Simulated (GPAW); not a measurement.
# Quasiparticle gap of KNaCl2 (R-3m) in GPAW

Wanted: ground state, empty states, screening and self-energy for KNaCl2 (R-3m).

Program: GPAW 26.7.0. Level of theory: LDA and many-body steps on it, plane waves. Results are calculated unless marked as measured.

## 1. The structure

Symmetry: R-3m, No. 166, trigonal system. Conventional cell: a = 4.173 Å, b = 4.173 Å, c = 20.848 Å, α = 90.00°, β = 90.00°, γ = 120.00°. Nearest to K lie 6 Cl at 3.09 Å. Nearest to Na lie 6 Cl at 2.86 Å. Nearest to Cl lie 3 Na at 2.86 Å and 3 K at 3.09 Å. Farther neighbours and most contacts between anions are not listed.

The cell and positions are those that the Materials Project relaxed with its own functionals (PBE, PBE+U or r2SCAN), kept fixed.

## 2. Ground state

This step: GPAW 26.7.0; DFT, LDA, plane waves, PAW.

The ground-state density comes first.

The input, run.py:

```python
import json
import numpy as np
from gpaw.mpi import world
from ase import Atoms
from gpaw import GPAW, PW, FermiDirac

atoms = Atoms(['K', 'Na', 'Cl', 'Cl'],
    cell=[[2.0863204489, 1.2045376728, 6.9494889109],
      [-2.0863204489, 1.2045376728, 6.9494889109],
      [0.0000000000, -2.4090753456, 6.9494889109]],
    scaled_positions=[[0.5000000000, 0.5000000000, 0.5000000000],
      [0.0000000000, 0.0000000000, 0.0000000000],
      [0.7404658000, 0.7404658000, 0.7404658000],
      [0.2595342000, 0.2595342000, 0.2595342000]],
    pbc=(True, True, True))
calc = GPAW(mode=PW(450),
    xc='LDA',
    kpts={'size': (6, 6, 6), 'gamma': True},
    occupations=FermiDirac(0.001),
    nbands=-8,
    convergence={'density': 1e-6, 'bands': -3},
    maxiter=100,
    txt='gs.txt')
atoms.calc = calc
res = {'energy': atoms.get_potential_energy()}
kpts = calc.get_ibz_k_points()
res['kpts'] = kpts
res['eigenvalues'] = [calc.get_eigenvalues(kpt=k) for k in range(len(kpts))]
res['n_electrons'] = calc.get_number_of_electrons()
calc.write('gs.gpw')

if world.rank == 0:
    with open('result.json', 'w') as f:
        json.dump(res, f, default=lambda x: x.tolist())
```

Command:

```console
> mpirun -n 4 gpaw python run.py
```

Numbers of over 12 decimals in the logs are rounded to 6 here.

The program printed:

```text
__  _  _
 | _ |_)|_||  |
 |__||  | ||/\| - 26.7.0

Input parameters:
  mode=PW(ecut=450.000000),
  convergence={'density': 1e-06, 'bands': -3},
  kpts=MonkhorstPack(size=(6, 6, 6), gamma=True),
  maxiter=100,
  nbands=-8,
  occupations=Occupations(name='fermi-dirac', width=0.001, fixmagmom=False),
  xc=XC(name='LDA')
  [... matrices ...]
Diagonalizing LCAO Hamiltonian
Converting LCAO to pw mode

       Cl

       K

       Cl

       Na

Atoms  # Å, Bohr magnetons
|   | symbol |         x |         y |         z |    initial magnetic moments |
| 0 |      K |  0.000000 |  0.000000 | 10.424233 | ( 0.0000,  0.0000,  0.0000) |
| 1 |     Na |  0.000000 |  0.000000 |  0.000000 | ( 0.0000,  0.0000,  0.0000) |
| 2 |     Cl | -0.000000 |  0.000000 | 15.437577 | ( 0.0000,  0.0000,  0.0000) |
| 3 |     Cl | -0.000000 | -0.000000 |  5.410890 | ( 0.0000,  0.0000,  0.0000) |

Unit cell  # Å
| periodic |         x |         y |        z |  lengths |    angles |
|      yes |  2.086320 |  1.204538 | 6.949489 | 7.355205 | 32.956608 |
|      yes | -2.086320 |  1.204538 | 6.949489 | 7.355205 | 32.956608 |
|      yes |  0.000000 | -2.409075 | 6.949489 | 7.355205 | 32.956608 |

Number of symmetries: 12
Symmetry operations  # r_c * U_cc + t_c -> r_c
|    | kind |            matrix            |
|  0 |  E   |  1, 0, 0,  0, 1, 0,  0, 0, 1 |
|  1 |  σ   |  1, 0, 0,  0, 0, 1,  0, 1, 0 |
|  2 |  σ   |  0, 1, 0,  1, 0, 0,  0, 0, 1 |
|  3 |  C3  |  0, 1, 0,  0, 0, 1,  1, 0, 0 |
|  4 |  C3  |  0, 0, 1,  1, 0, 0,  0, 1, 0 |
|  5 |  σ   |  0, 0, 1,  0, 1, 0,  1, 0, 0 |
|  6 |  C2  |  0, 0,-1,  0,-1, 0, -1, 0, 0 |
|  7 |  S6  |  0, 0,-1, -1, 0, 0,  0,-1, 0 |
|  8 |  S6  |  0,-1, 0,  0, 0,-1, -1, 0, 0 |
|  9 |  C2  |  0,-1, 0, -1, 0, 0,  0, 0,-1 |
| 10 |  C2  | -1, 0, 0,  0, 0,-1,  0,-1, 0 |
| 11 |  i   | -1, 0, 0,  0,-1, 0,  0, 0,-1 |

BZ-sampling:
  Number of BZ points: 216
  Number of IBZ points: 32

  Monkhorst-Pack size: [6, 6, 6]
  Monkhorst-Pack shift: [0.083333, 0.083333, 0.083333]

K-points  # in reciprocal-cell coordinates
|     |                                coordinates |     weight |
|   0 | (  0.00000000,   0.00000000,   0.00000000) | 0.00462963 |
|   1 | (  0.16666667,   0.00000000,  -0.16666667) | 0.02777778 |
|   2 | (  0.16666667,   0.00000000,   0.00000000) | 0.02777778 |
|   3 | (  0.16666667,   0.16666667,  -0.16666667) | 0.02777778 |
|   4 | (  0.16666667,   0.16666667,   0.00000000) | 0.02777778 |
|   5 | (  0.16666667,   0.16666667,   0.16666667) | 0.00925926 |
|   6 | (  0.33333333,  -0.16666667,  -0.16666667) | 0.02777778 |
|   7 | (  0.33333333,   0.00000000,  -0.33333333) | 0.02777778 |
|   8 | (  0.33333333,   0.00000000,  -0.16666667) | 0.05555556 |
|   9 | (  0.33333333,   0.00000000,   0.00000000) | 0.02777778 |
| ... |                                            |            |
|  31 | (  0.50000000,   0.50000000,   0.50000000) | 0.00462963 |

Plane wave coefficients: 2293
Cutoff: 450.000000 eV

Spin-components: 1 (collinear spins)
Bands:           23
Projectors:      20
Spin-degeneracy: 2
Datatype:        complex128

  Storage: CPU
  Wave functions: 27_002_368 bytes (6_750_592 per core)
  Projectors: 32_872_448 bytes (8_218_112 per core)
  [... matrices ...]
Parallelization:
  kpt:    4
  domain: 1
  band:   1

Density:
  Valence electrons: 30.0
  Components: 1
  Grid points: [36 36 36]
  Charge: 0.0  # |e|

Potential:
  Grid points: [36 36 36]

species:
  K:
    name:    Potassium
    Z:       19.0
    valence: 9
    core:    10
    charge:  0.0  # [|e|]
    compensation charges:
      type: gauss
      rc: 0.35  # [Å]
      lmax: 2
    cutoffs:
      filter: 1.91  # [Å]
      core: 1.27  # [Å]
    projectors
    | kind |    occ | energy [eV] | rcut [Å] |
    |   3s |  2.000 |     -35.177 |    1.122 |
    |   4s |  1.000 |      -2.428 |    1.122 |
    |   3p |  6.000 |     -18.839 |    1.106 |
    |    p |        |       8.373 |    1.106 |
    |    d |        |       0.000 |    0.937 |

    Using partial waves for K as LCAO basis

  Na:
    name:    Sodium
    Z:       11.0
    valence: 7
    core:    4
    charge:  0.0  # [|e|]
    compensation charges:
      type: gauss
      rc: 0.37  # [Å]
      lmax: 2
    cutoffs:
      filter: 2.17  # [Å]
      core: 2.59  # [Å]
    projectors
    | kind |    occ | energy [eV] | rcut [Å] |
    |   3s |  1.000 |      -2.819 |    1.201 |
    |   2p |  6.000 |     -28.826 |    1.217 |
    |   3p |  0.000 |      -0.774 |    1.217 |
    |    s |        |      24.392 |    1.201 |
    |    d |        |       0.000 |    1.238 |

    Using partial waves for Na as LCAO basis

  Cl:
    name:    Chlorine
    Z:       17.0
    valence: 7
    core:    10
    charge:  0.0  # [|e|]
    compensation charges:
      type: gauss
      rc: 0.25  # [Å]
      lmax: 2
    cutoffs:
      filter: 1.40  # [Å]
      core: 1.49  # [Å]
    projectors
    | kind |    occ | energy [eV] | rcut [Å] |
    |   3s |  2.000 |     -20.688 |    0.794 |
    |   3p |  5.000 |      -8.701 |    0.794 |
    |    s |        |       6.523 |    0.794 |
    |    p |        |      18.511 |    0.794 |
    |    d |        |       0.000 |    0.794 |

    Using partial waves for Cl as LCAO basis

Reference energy: -45777.637796  # eV

eigensolver:
  PPCG
  Converge bands: -3
  niter=2

density mixing:
  MSR1-Mixer
  Pratt-step length: 0.05
  Maximum mixing coefficient: 0.75
  Old densities: 10
  SVD Regularization: 0.005
  Good broyden scale: 1.0
  Trust region scale: 1.0
  Backstep threshold: 4.0
  History deletion threshold: 6.0
  Fourier metric: weight=20.0, sigma=0.015

occupation numbers:
  Fermi-Dirac:
    width: 0.0010  # eV

poisson solver:
  ecut: 3600.000000  # eV

xc functional:
  name: None

Initialization done in: 1.174 s

convergence criteria:
- Maximum integral of absolute [dens]ity change: 1e-06 electrons / valence electron
- Maximum [total energy] change in last 3 cyles: 0.0005 eV / valence electron
- Maximum integral of absolute [eigenst]ate change: 4e-08 eV^2 / valence electron
maximum number of iterations: 100

SCF iterations
|iter     |     time |      energy | eigst |  dens |
|iter:   1|  |  -15.116831 | +0.82 |       |
|iter:   2|  |  -15.067346 | +0.10 | -1.34 |
|iter:   3|  |  -14.850639 | -0.70 | -1.37 |
|iter:   4|  |  -14.846954 | -1.50 | -1.82 |
|iter:   5|  |  -14.846801c| -2.35 | -2.26 |
|iter:   6|  |  -14.846773c| -2.87 | -2.80 |
|iter:   7|  |  -14.846776c| -3.35 | -3.49 |
|iter:   8|  |  -14.846777c| -3.92 | -3.97 |
|iter:   9|  |  -14.846777c| -4.26 | -4.64 |
|iter:  10|  |  -14.846777c| -4.58 | -5.68 |
|iter:  11|  |  -14.846777c| -4.74 | -6.18c|
|iter:  12|  |  -14.846777c| -5.27 | -6.88c|
|iter:  13|  |  -14.846777c| -6.03 | -7.61c|
|iter:  14|  |  -14.846777c| -6.75 | -8.24c|
|iter:  15|  |  -14.846777c| -7.15 | -8.88c|
|iter:  16|  |  -14.846777c| -7.57c| -9.41c|

Converged in 16 steps
SCF loop duration: 18.541 s (1.159 s/step)
Energy contributions relative to reference atoms: (reference = -45777.637796)
  [... matrices ...]
Energy contributions:
  Kinetic:           7.673207
  Coulomb:          -7.708559
  Zero:             -0.691753
  External:          0.000000
  Xc:              -14.119671
  Entropy:          -0.000000
  Spinorbit:         0.000000
  ----------------------------
  Free energy:     -14.846777
  Extrapolated:    -14.846777

dipole moment: (-0.000000, -0.000000, -19.624240)  # |e|*Ang

Fermi level: 1.464
Eigenvalues  # (at kpt = [0.000, 0.000, 0.000])
| band index |      eig [eV] | occ [0-2] |
|          0 |       -27.429 |     2.000 |
|        ... |               |           |
|          7 |       -11.116 |     2.000 |
|          8 |       -10.906 |     2.000 |
|          9 |        -2.067 |     2.000 |
|         10 |        -0.818 |     2.000 |
|         11 |        -0.818 |     2.000 |
|         12 |        -0.502 |     2.000 |
|         13 |        -0.502 |     2.000 |
|         14 |        -0.497 |     2.000 |
|         15 |         4.199 |     0.000 |
|         16 |         6.516 |     0.000 |
|         17 |         7.241 |     0.000 |
|         18 |         8.217 |     0.000 |
|         19 |         8.217 |     0.000 |
|         20 |         9.297 |     0.000 |
|         21 |         9.298 |     0.000 |
|         22 |        10.182 |     0.000 |

Gap: 4.696 eV
Transition (v -> c):
  (s=0, k=0, n=14, [0.00, 0.00, 0.00]) -> (s=0, k=0, n=15, [0.00, 0.00, 0.00])
No difference between direct/indirect transitions
# Writing to gs.gpw (mode='')
  [... matrices ...]
```

The job ended after 21 s (4 MPI ranks of Arm Neoverse V2, shared host; peak memory 0.85 GiB).

Numbers from this step:

```yaml
total_energy: -14.85 eV
gap: 4.696 eV
k_of_the_valence_top: 0, 0, 0
k_of_the_conduction_bottom: 0, 0, 0
least_direct_gap: 4.696 eV
```

The gap is direct, at Γ.

## 3. Bands along the symmetry lines

Levels along a band path, at the cheap level, show where the edges lie and whether the meshes to come will hold them.

The input, run.py:

```python
import json
import numpy as np
from gpaw.mpi import world
from gpaw import GPAW

path = [[0.000000, 0.000000, 0.000000],
    [0.062500, 0.062500, 0.062500],
    [0.125000, 0.125000, 0.125000],
    [0.187500, 0.187500, 0.187500],
    [0.250000, 0.250000, 0.250000],
    [0.312500, 0.312500, 0.312500],
    [0.375000, 0.375000, 0.375000],
    [0.437500, 0.437500, 0.437500],
    [0.500000, 0.500000, 0.500000],
    [0.539163, 0.460837, 0.500000],
    [0.578326, 0.421674, 0.500000],
    [0.617489, 0.382511, 0.500000],
    [0.656653, 0.343347, 0.500000],
    [0.695816, 0.304184, 0.500000],
    [0.734979, 0.265021, 0.500000],
    [0.774142, 0.225858, 0.500000],
    [0.813305, 0.186695, 0.500000],
    [0.500000, -0.186695, 0.186695],
    [0.500000, -0.163358, 0.163358],
    [0.500000, -0.140021, 0.140021],
    [0.500000, -0.116684, 0.116684],
    [0.500000, -0.093347, 0.093347],
    [0.500000, -0.070011, 0.070011],
    [0.500000, -0.046674, 0.046674],
    [0.500000, -0.023337, 0.023337],
    [0.500000, 0.000000, 0.000000],
    [0.437500, 0.000000, 0.000000],
    [0.375000, 0.000000, 0.000000],
    [0.312500, 0.000000, 0.000000],
    [0.250000, 0.000000, 0.000000],
    [0.187500, 0.000000, 0.000000],
    [0.125000, 0.000000, 0.000000],
    [0.062500, 0.000000, 0.000000],
    [0.000000, 0.000000, 0.000000],
    [0.042918, -0.042918, 0.000000],
    [0.085837, -0.085837, 0.000000],
    [0.128755, -0.128755, 0.000000],
    [0.171674, -0.171674, 0.000000],
    [0.214592, -0.214592, 0.000000],
    [0.257511, -0.257511, 0.000000],
    [0.300429, -0.300429, 0.000000],
    [0.343347, -0.343347, -0.000000],
    [0.656653, 0.000000, 0.343347],
    [0.637071, 0.000000, 0.362929],
    [0.617489, 0.000000, 0.382511],
    [0.597908, 0.000000, 0.402092],
    [0.578326, 0.000000, 0.421674],
    [0.558745, 0.000000, 0.441255],
    [0.539163, 0.000000, 0.460837],
    [0.519582, 0.000000, 0.480418],
    [0.500000, 0.000000, 0.500000],
    [0.437500, 0.000000, 0.437500],
    [0.375000, 0.000000, 0.375000],
    [0.312500, 0.000000, 0.312500],
    [0.250000, 0.000000, 0.250000],
    [0.187500, 0.000000, 0.187500],
    [0.125000, 0.000000, 0.125000],
    [0.062500, 0.000000, 0.062500],
    [0.000000, 0.000000, 0.000000]]
calc = GPAW('gs.gpw').fixed_density(kpts=path,
    symmetry='off',
    nbands=25,
    convergence={'bands': 21},
    txt='bands.txt')
res = {}
kpts = calc.get_ibz_k_points()
res['kpts'] = kpts
res['eigenvalues'] = [calc.get_eigenvalues(kpt=k) for k in range(len(kpts))]
res['n_electrons'] = calc.get_number_of_electrons()

if world.rank == 0:
    with open('result.json', 'w') as f:
        json.dump(res, f, default=lambda x: x.tolist())
```

Command:

```console
> mpirun -n 4 gpaw python run.py
```

The program printed:

```text
Diagonalizing LCAO Hamiltonian
Converting LCAO to pw mode
convergence criteria:
- Maximum integral of absolute [eigenst]ate change: 4e-08 eV^2 / valence electron
maximum number of iterations: 100

SCF iterations
|iter     |     time |      energy | eigst |  dens |
|iter:   1|  |             | +1.21 |       |
|iter:   2|  |             | +0.31 |       |
|iter:   3|  |             | -0.41 |       |
[...]
|iter:  20|  |             | -7.23 |       |
|iter:  21|  |             | -7.35 |       |
|iter:  22|  |             | -7.48c|       |
SCF steps: 22
  __  _  _
 | _ |_)|_||  |
 |__||  | ||/\| - 26.7.0

Input parameters:
  mode=PW(ecut=450.000000),
  convergence={'bands': 21},
  gpts=array([36, 36, 36]),
  kpts=KPoints(kpts=array([[ 0.      ,  0.      ,  0.      ],
         [ 0.0625  ,  0.0625  ,  0.0625  ],
         [ 0.125   ,  0.125   ,  0.125   ],
         [ 0.1875  ,  0.1875  ,  0.1875  ],
[...]
[ 0.539163,  0.460837,  0.5     ],
         [ 0.578326,  0.421674,  0.5     ],
         [ 0.617489,  0.382511,  0.5     ],
[...]
[ 0.5     , -0.186695,  0.186695],
         [ 0.5     , -0.163358,  0.163358],
         [ 0.5     , -0.140021,  0.140021],
[...]
[ 0.5     , -0.046674,  0.046674],
         [ 0.5     , -0.023337,  0.023337],
[...]
[ 0.300429, -0.300429,  0.      ],
         [ 0.343347, -0.343347, -0.      ],
         [ 0.656653,  0.      ,  0.343347],
         [ 0.637071,  0.      ,  0.362929],
         [ 0.617489,  0.      ,  0.382511],
[...]
[ 0.539163,  0.      ,  0.460837],
         [ 0.519582,  0.      ,  0.480418],
[...]
[ 0.125   ,  0.      ,  0.125   ],
         [ 0.0625  ,  0.      ,  0.0625  ],
         [ 0.      ,  0.      ,  0.      ]])),
  maxiter=100,
  nbands=25,
  occupations=Occupations(name='fermi-dirac', width=0.001, fixmagmom=False),
  parallel={},
  symmetry=Symmetry(point_group=False, time_reversal=False),
  xc=XC(name='LDA')
  [... matrices ...]
timing:  # [seconds]
  Total: 0.023  # ━━━━━━━━━━━━━━━━━━━━━━━━━━━━━━━━━━━━━━━━━━━━━━━━━━━━━━━━━━━
```

Run time: 45 s. Hardware: 4 MPI ranks; peak memory 0.95 GiB; 3 min of CPU time.

Numbers from this step:

| Item | Value |
| --- | --- |
| gap | 4.696 eV |
| k of the valence top | 0, 0, 0 |
| k of the conduction bottom | 0, 0, 0 |
| least direct gap | 4.696 eV |

The gap is 4.696 eV, as in the run before at this level.

Electronic bands along the path, in eV, zero at the top of the highest filled band:

```tsv
point	band 12	band 13	band 14	band 15	band 16	band 17	band 18	band 19
Γ	-0.32	0.00	0.00	0.00	4.70	7.01	7.74	8.71
halfway	-0.28	-0.28	-0.05	-0.05	5.14	6.82	7.50	8.82
T	-0.18	-0.18	-0.15	-0.15	6.07	6.11	7.26	8.92
halfway	-0.53	-0.32	-0.25	-0.24	6.80	7.07	7.56	7.88
H2	-0.98	-0.74	-0.37	-0.31	7.49	7.60	8.63	8.92
jump to H0	-0.98	-0.74	-0.37	-0.31	7.49	7.60	8.63	8.92
halfway	-0.77	-0.66	-0.43	-0.33	7.31	7.91	8.31	8.56
L	-0.72	-0.55	-0.36	-0.21	6.78	7.70	8.05	8.97
halfway	-0.72	-0.43	-0.17	-0.12	6.04	7.23	8.27	8.67
Γ	-0.32	0.00	0.00	0.00	4.70	7.01	7.74	8.71
halfway	-0.79	-0.47	-0.27	-0.21	6.44	7.45	8.12	8.80
S0	-0.99	-0.75	-0.39	-0.31	7.51	7.68	8.62	8.76
jump to S2	-0.99	-0.75	-0.39	-0.31	7.51	7.68	8.62	8.76
halfway	-0.73	-0.56	-0.32	-0.29	6.79	7.34	8.02	9.22
F	-0.46	-0.41	-0.36	-0.31	6.45	7.10	7.59	9.44
halfway	-0.56	-0.41	-0.19	-0.14	6.09	7.18	8.03	8.62
Γ	-0.32	0.00	0.00	0.00	4.70	7.01	7.74	8.71
```

## 4. Empty states on the mesh, 4×4×4 mesh, 70 bands

The sums over transitions need many empty states on a uniform mesh; this step solves for them.

The input, run.py:

```python
import json
import numpy as np
from gpaw.mpi import world
from gpaw import GPAW

calc = GPAW('gs.gpw').fixed_density(kpts={'size': (4, 4, 4), 'gamma': True},
    nbands=81,
    convergence={'bands': 70},
    txt='nscf.txt')
calc.write('full.gpw', mode='all')
res = {}
kpts = calc.get_ibz_k_points()
res['kpts'] = kpts
res['eigenvalues'] = [calc.get_eigenvalues(kpt=k) for k in range(len(kpts))]
res['n_electrons'] = calc.get_number_of_electrons()

if world.rank == 0:
    with open('result.json', 'w') as f:
        json.dump(res, f, default=lambda x: x.tolist())
```

Command:

```console
> mpirun -n 4 gpaw python run.py
```

The program printed:

```text
Diagonalizing LCAO Hamiltonian
Converting LCAO to pw mode
convergence criteria:
- Maximum integral of absolute [eigenst]ate change: 4e-08 eV^2 / valence electron
maximum number of iterations: 100

SCF iterations
|iter     |     time |      energy | eigst |  dens |
|iter:   1|  |             | +3.68 |       |
|iter:   2|  |             | +2.47 |       |
|iter:   3|  |             | +1.36 |       |
[...]
|iter:  12|  |             | -6.93 |       |
|iter:  13|  |             | -7.27 |       |
|iter:  14|  |             | -7.87c|       |
SCF steps: 14
  __  _  _
 | _ |_)|_||  |
 |__||  | ||/\| - 26.7.0

Input parameters:
  mode=PW(ecut=450.000000),
  convergence={'bands': 70},
  gpts=array([36, 36, 36]),
  kpts=MonkhorstPack(size=(4, 4, 4), gamma=True),
  maxiter=100,
  nbands=81,
  occupations=Occupations(name='fermi-dirac', width=0.001, fixmagmom=False),
  parallel={},
  xc=XC(name='LDA')
# Writing to full.gpw (mode='all')
  [... matrices ...]

timing:  # [seconds]
  Total: 0.029  # ━━━━━━━━━━━━━━━━━━━━━━━━━━━━━━━━━━━━━━━━━━━━━━━━━━━━━━━━━━━
```

It took 30 s on 4 MPI ranks; peak memory 0.94 GiB.

Numbers from this step:

```yaml
gap: 4.696 eV
k_of_the_valence_top: 0, 0, 0
k_of_the_conduction_bottom: 0, 0, 0
least_direct_gap: 4.696 eV
k_points_computed: 13
lowest_point_of_the_top_converged_band_above_the_valence_top: 33.77 eV
```

On this mesh the gap is 4.696 eV.

(Part 1 of 2 ends here.)

[Paths, hosts, dates, memory and timing lines, banners, echoed tables and standing remarks are left out of the program output.]

[Logs are printed without paths, hosts, clocks, repeated set-up lines and the standing remarks that a program may print on its own settings, such as how far it seeks lower states.]

[Runs of the session that timed out or met a known fault of the program may be left out.]

[Hosts, paths, dates, database ids (printed as entryN), source tags and the programs' standing remarks are cut or masked in the printed files.]
